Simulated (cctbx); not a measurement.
## Accept or mend?

Cell a = 8.3410 Å, b = 8.3410 Å, c = 4.5980 Å, α = 90.00°, β = 90.00°, γ = 90.00°; space group P4_2/mnm (no. 136). The compound is GdSn2W4.

The data are simulated with cctbx, not measured: Mo Kα, λ = 0.71073 Å, to d = 0.8 Å, 95 % of the full sphere, strongest reflection 40000 counts, noise from counting, a 2 % proportional error and a noise floor of 8 counts (s.d.); no absorption.

An anisotropic refinement with weights 1/σ² prints:

```text
Rint 0.025, 202 unique reflections to 0.80 A
cycle     R1     wR2    GooF  max shift (A)
   1  0.1407  0.3045  23.778   0.00253
   2  0.0535  0.1314  10.262   0.00001
final R1 0.0536 wR2 0.1314 GooF 10.262  parameters 13  data/parameter 15.5
atom        x        y        z      Ueq    occ   su(xyz)  su(Uiso or U11)
Gd1    0.66048  0.91237  0.00000   0.0092  1.000  0.00021  0.0010
W1     0.00000  0.00000  0.50000   0.0281  1.000  0.00000  0.0013
Sn1    0.79255  0.20745  0.00000   0.0214  1.000  0.00034  0.0014
difference map: max 4.86 min -7.81 rms 1.07
Q1    0.1077  0.3695  0.0000    8    4.90  0.30 A from Gd1
Q2    0.0505  0.8725  0.5000    8    2.61  1.14 A from W1
Q3    0.0972  0.0972  0.5000    4    2.36  1.15 A from W1
Q4    0.0227  0.3337  0.5000    8    1.87  1.66 A from Gd1
Q5    0.0323  0.7127  0.5000    8    1.75  1.49 A from Gd1
Q6    0.0429  0.4181  0.5000    8    1.63  1.70 A from Gd1
```

**Question.** Can this result stand? If not, what is the likely fault?

Mend it. The fault: elements exchanged: W1 is Gd and Gd1 is W. Against the right model at the same level, R1 goes from 0.0055 to 0.0536 and GooF from 0.92 to 10.26, U of W1 swells from 0.0128 to 0.0281 Å², U of Gd1 shrinks from 0.0153 to 0.0092 Å², U of Sn1 swells from 0.0165 to 0.0214 Å², the top difference peak, 4.9 e/Å³, lies on Gd1 and a hole of -7.8 e/Å³ opens. W1 has 10 electrons too many and its U swells to shed them, as expected; Gd1 has 10 electrons too few and its U shrinks to make up, as expected.

The compound is GdSn2W4. The right model at the same level gives:

```text
Rint 0.025, 202 unique reflections to 0.80 A
cycle     R1     wR2    GooF  max shift (A)
   1  0.0081  0.0175   1.366   0.00026
   2  0.0055  0.0117   0.917   0.00000
final R1 0.0055 wR2 0.0117 GooF 0.917  parameters 13  data/parameter 15.5
atom        x        y        z      Ueq    occ   su(xyz)  su(Uiso or U11)
W1     0.66042  0.91228  0.00000   0.0153  1.000  0.00002  0.0001
Gd1    0.00000  0.00000  0.50000   0.0128  1.000  0.00000  0.0001
Sn1    0.79279  0.20721  0.00000   0.0165  1.000  0.00003  0.0001
difference map: max 0.48 min -0.71 rms 0.12
Q1    0.0355  0.4126  0.5000    8    0.49  1.63 A from W1
Q2    0.1140  0.1140  0.5000    4    0.48  1.34 A from Gd1
Q3    0.0696  0.9304  0.1005    8    0.40  1.69 A from Sn1
Q4    0.2138  0.2138  0.0000    4    0.39  1.49 A from W1
Q5    0.9997  0.2851  0.5000    8    0.37  1.71 A from W1
Q6    0.0389  0.0389  0.0951    8    0.36  1.92 A from Gd1
```

Isotropic U is held between 0.0001 and 1 Å² by the program, and listed peak heights are interpolated, so they can pass the grid's maximum.

The model is made up (kin elements in a known structure type, no relaxation), so it says nothing on whether the phase exists.

[Middle refinement cycles are left out of these outputs.]

[Logs are printed without paths, hosts, clocks, repeated set-up lines and the standing remarks that a program may print on its own settings, such as how far it seeks lower states.]
